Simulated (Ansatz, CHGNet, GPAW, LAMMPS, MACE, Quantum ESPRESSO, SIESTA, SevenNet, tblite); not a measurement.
# 47In2O3-53ZnO (mol %) with crystalline order left by the classical run (65 atoms): other programs against plane waves

Aim: forces, pressure of 47In2O3-53ZnO (mol %) with crystalline order left by the classical run (65 atoms) at one geometry, from other programs and methods, against plane-wave PBE.

Results are calculated, not measured.

## 1. The structure

The cell holds 65 atoms (18 In, 10 Zn and 37 O), with edges of 9.43, 9.43 and 9.43 Å. Recipe: 65 atoms (18 Sc, 10 Zn, 37 O) placed at random at 4.13 g/cm³, melted at 5000 K for 10 ps at fixed volume with the Morse and Coulomb pair potential with partial charges (Pedone, Malavasi, Menziani, Cormack and Segre, J. Phys. Chem. B 110, 11780 (2006)). Quenched from 5000 K to 300 K at 30 K/ps and fixed volume, held 10 ps at zero pressure, then minimised at fixed cell. Then Sc was replaced by In and the cell scaled by 1.027 (the potential has no terms for the new elements, so the cell is a start for a DFT relaxation). The density is 6.57 g/cm³.

## 2. The reference input

Quantum ESPRESSO 7.5: Kohn-Sham DFT, PBE, SSSP efficiency 1.3.0 pseudopotentials, plane waves. Its input, pw.in:

```
&control
  calculation = 'scf'
  pseudo_dir = './pseudo'
  outdir = './tmp'
  disk_io = 'none'
  tprnfor = .true.
  tstress = .true.
/
&system
  ibrav = 0
  nat = 65
  ntyp = 3
  ecutwfc = 60
  ecutrho = 480
  nosym = .true.
  occupations = 'smearing'
  smearing = 'fd'
  degauss = 0.003675
/
&electrons
  conv_thr = 3.3e-07
  electron_maxstep = 100
  mixing_beta = 0.4
  mixing_mode = 'plain'
  diagonalization = 'david'
/
ATOMIC_SPECIES
In 114.818 In.upf
Zn 65.380 Zn.upf
O 15.999 O.upf
CELL_PARAMETERS angstrom
9.42721 0.00000 0.00000
0.00000 9.42721 0.00000
0.00000 0.00000 9.42721
ATOMIC_POSITIONS crystal
In 0.73242 0.97824 0.60724
In 0.14787 0.11713 0.24522
In 0.95038 0.44660 0.35090
In 0.76816 0.13407 0.23563
[... 59 atom lines left out ...]
O 0.93686 0.77584 0.13150
O 0.66065 0.78727 0.70562
K_POINTS gamma
```

```console
$ OMP_NUM_THREADS=1 mpirun -np 4 pw.x -in pw.in > output.txt
```

The job ended after 3.4 min (4 MPI ranks of Arm Neoverse V1, shared host; peak memory 2.6 GiB; 14 min of CPU time).

It converged with an r.m.s. force component of 0.31 eV/Å and a pressure of 2.6 GPa.

## 3. The other programs

- CHGNet: machine-learned potential, published weights.
- GPAW 26.7.0: PAW with atomic orbitals (LCAO), plane waves or a real-space grid of spacing h.
- MACE: machine-learned potential, published weights.
- SIESTA 5.4.2: numerical atomic orbitals, whose automatically made sets are far from complete, with PseudoDojo norm-conserving potentials that we converted to its format (checked against plane waves on the same files for H, C, O, Si, Ge and Ca alone); labels give functional, basis size, energy shift and mesh cutoff.
- SevenNet: machine-learned potential, published weights.

All use the same cell and atoms, and the electronic-structure runs the same k-mesh.

## 4. All runs compared

Differences are against the reference: forces as r.m.s. over components, share as that over the reference's r.m.s. force, slope as the fitted ratio of a run's forces to the reference's.

| run | Δ force, r.m.s. (meV/Å) | share (%) | slope | Δ pressure (GPa) | cores | CPU time | memory (GiB) |
| --- | --- | --- | --- | --- | --- | --- | --- |
| reference | - | - | - | - | 4 | 14 min | 2.6 |
| CHGNet r2SCAN potential | 111 | 35.8 | 0.734 | -4.86 | 1 | 4.3 s | 0.93 |
| GPAW PBE, LCAO dzp, h 0.18 Å | 67.7 | 21.8 | 1.069 | - | 1 | 6.3 min | 1.6 |
| GPAW PBE, LCAO dzp, h 0.25 Å (coarse) | 932 | 301 | 0.997 | - | 1 | 2.6 min | 0.69 |
| GPAW PBE, grid h 0.24 Å (coarse) | 232 | 74.9 | 0.980 | - | 2 | 14 min | 1.3 |
| GPAW RPBE, LCAO dzp, h 0.18 Å | 194 | 62.6 | 0.794 | - | 1 | 5.5 min | 1.6 |
| MACE MP-0b2 small potential | 68.4 | 22.1 | 0.931 | 0.896 | 1 | 8.3 s | 0.67 |
| SIESTA PBE, DZ, shift 0.01 Ry, mesh 500 Ry (coarse) | 196 | 63.1 | 1.246 | -2.54 | 2 | 3.2 min | 1.3 |
| SIESTA PBE, DZP, shift 0.01 Ry, mesh 500 Ry | 90.9 | 29.3 | 1.130 | -0.386 | 2 | 8.2 min | 1.9 |
| SIESTA PBE, SZP, shift 0.01 Ry, mesh 500 Ry (coarse) | 125 | 40.2 | 1.244 | 0.651 | 2 | 6.6 min | 1.7 |
| SevenNet 0 potential | 57.4 | 18.5 | 0.965 | 0.674 | 1 | 9.4 s | 0.83 |

Rows marked coarse were listed beforehand as settings not expected to be converged; some can still land near the reference.

Times of the machine-learned potentials are mostly Python's start and the loading of weights.

Runs without a result: tblite GFN1-xTB (ended with an error or stopped unconverged).

CPU time is summed over cores on shared hosts, so it is rough.

## 5. Findings

Forces lie from 19 % (SevenNet 0 potential) to 301 % (GPAW PBE, LCAO dzp, h 0.25 Å, coarse) of the reference's r.m.s. force of 0.31 eV/Å away from it. The PBE runs in local orbitals, coarse settings apart, differ by 22 % (GPAW PBE, LCAO dzp, h 0.18 Å) to 29 % (SIESTA PBE, DZP, shift 0.01 Ry, mesh 500 Ry); basis, grid and potentials can all enter. Machine-learned potentials differ by 19 % (SevenNet 0 potential) to 36 % (CHGNet r2SCAN potential); they were trained on other programs' data, some at another functional. Rows with another functional or a dispersion term differ by 63 % (GPAW RPBE, LCAO dzp, h 0.18 Å), which mixes the change of model with differences of basis and potentials.

Runs with settings chosen to be coarse differ by 40 % (SIESTA PBE, SZP, shift 0.01 Ry, mesh 500 Ry) to 301 % (GPAW PBE, LCAO dzp, h 0.25 Å), their programs' other errors included. SIESTA PBE, SZP, shift 0.01 Ry, mesh 500 Ry stiffens the forces by a factor of 1.24 while following their directions (correlation 0.969); the slopes of the 3 SIESTA runs lie between 1.13 and 1.25. From GPAW PBE, LCAO dzp, h 0.25 Å to the finer GPAW PBE, LCAO dzp, h 0.18 Å the share falls from 301 to 22 %. Pressures at PBE, coarse settings apart, lie -0.39 GPa from the reference's.

Caveats: The potentials hold different valence shells: 656 electrons in the reference, 576 in GPAW; this bears on time and differences. The reference's pressure holds the uncorrected Pulay stress of its 60 Ry basis, so small pressure differences may be the reference's own error. Machine-learned potentials mimic data converged in k, so the reference's own k-point error enters their differences. The quench rate of 30 K/ps is many orders above laboratory rates, so the cell is likely richer in defects and strain than a real sample. The network of bonds at the start is that of the classical potential that made the cell, and needn't be the one that DFT or experiment would give. The reference's stress is far from hydrostatic: its diagonal is 5.5, 3.4, -1.0 GPa, compression counted positive. The electronic-structure runs sample only Γ, in a cell whose shortest periodic width is 9 Å. The reference's pressure of 2.6 GPa reflects the volume that the recipe set, positions that aren't this level's minimum and the basis. Spin–orbit coupling is left out. Where levels are smeared, the DFT runs use Fermi–Dirac occupations at 580 K (0.05 eV), and energies are free energies. The reference's cutoffs and mesh weren't converged further here.

[Logs are printed without paths, hosts, clocks, repeated set-up lines and the standing remarks that a program may print on its own settings, such as how far it seeks lower states.]

[Hosts, paths, dates, database ids (printed as entryN), source tags and the programs' standing remarks are cut or masked in the printed files.]

[Cells were taken only where this reference lay near another plane-wave run.]
